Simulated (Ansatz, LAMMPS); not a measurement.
# Static equation of state of amorphous 29Ga2O3-71GeO2 (mol %) (86 atoms)

Density of this cell: 4.28 g/cm³. The cell holds 86 atoms: 14 Ga, 17 Ge and 55 O. Its edges and angles: a = 10.820 Å, b = 10.686 Å, c = 10.363 Å, α = 89.4°, β = 90.4°, γ = 90.2°. The starting structure: 86 atoms (14 Fe, 17 Ge, 55 O) placed at random at 3.74 g/cm³, melted at 5000 K for 10 ps at fixed volume with the Morse and Coulomb pair potential with partial charges (Pedone, Malavasi, Menziani, Cormack and Segre, J. Phys. Chem. B 110, 11780 (2006)). Quenched from 5000 K to 300 K at 100 K/ps and fixed volume, held 5 ps, then minimised at fixed cell. Then Fe was replaced by Ga and the cell scaled by 1.006 (the potential has no terms for the new elements, so the cell is a start for a DFT relaxation).

Calculated with Ansatz 0.2.0: Kohn-Sham DFT, PBE, PAW (set soft_2), plane waves; cutoff 420 eV, Γ point, fermi-dirac smearing of 0.025 eV. Cell and atoms were relaxed first, to V0 = 13.931 Å³ an atom at a residual P0 = -0.005 GPa. The cell was then scaled evenly, and the atoms were relaxed at each volume.

| volume (Å³/atom) | pressure (GPa) |
| --- | --- |
| 12.538 | ? |
| 13.095 | 3.809 |
| 13.513 | 1.786 |
| 14.349 | -1.594 |
| 14.767 | -2.680 |

Task: Fit the third-order Birch–Murnaghan equation to the rows given and extrapolate to the withheld row.

**Working.**

Take the Eulerian strain f = ½[(V0/V)^(2/3) − 1] and the normalised pressure F = (P − P0) / [3f(1 + 2f)^(5/2)]. The third-order Birch–Murnaghan equation is then the line F = B0 + (3/2)B0(B′ − 4) f, so u = f and v = F.

```
      u = f  v = F (GPa)
  0.0210567      54.4537
  0.0102568      55.3038
-0.00975630      57.0486
 -0.0190505      51.5929
```

With n = 4: mean u = 6.2669e-4, mean v = 54.5997, Σ(u − ū)² = 0.0010051, Σ(u − ū)(v − v̄) = 0.037538. Slope b = 0.037538 / 0.0010051 = 37.346; intercept a = v̄ − b ū = 54.576.

So B0 = a = 54.6 GPa and B′ = 4 + 2b/(3a) = 4.46. At the withheld volume f = 0.03638, F = a + b f = 55.94 GPa, and P = P0 + 3f(1 + 2f)^(5/2) F.

Prediction at 12.538: 7.273 GPa. The run gave 6.890 GPa, so the fit is high by 0.38 GPa (5.6 % of the value).

The series isn't one smooth equation of state: even a line fitted to all rows, the withheld one included, misses F by up to 5.4 % and the count of bonds changes along the series. B0 and B′ are then only the numbers of this fit, not moduli of the material. Among the rows given, the largest miss of the fit is at 14.767, by 0.12 GPa (1.2 % of the range of the table).

Limits: Static cells at zero temperature; the cell shape is held. The program notes that the SCF threshold of these relaxations is loose for the stress. The quench rate of 100 K/ps is many orders above laboratory rates, so the cell is likely richer in defects and strain than a real sample. The network of bonds at the start is that of the classical potential that made the cell, and needn't be the one that DFT or experiment would give. Only the Γ point is sampled, in a cell whose shortest periodic width is 10 Å.

[Logs are printed without paths, hosts, clocks, repeated set-up lines and the standing remarks that a program may print on its own settings, such as how far it seeks lower states.]

[Hosts, paths, dates, database ids (printed as entryN), source tags and the programs' standing remarks are cut or masked in the printed files.]
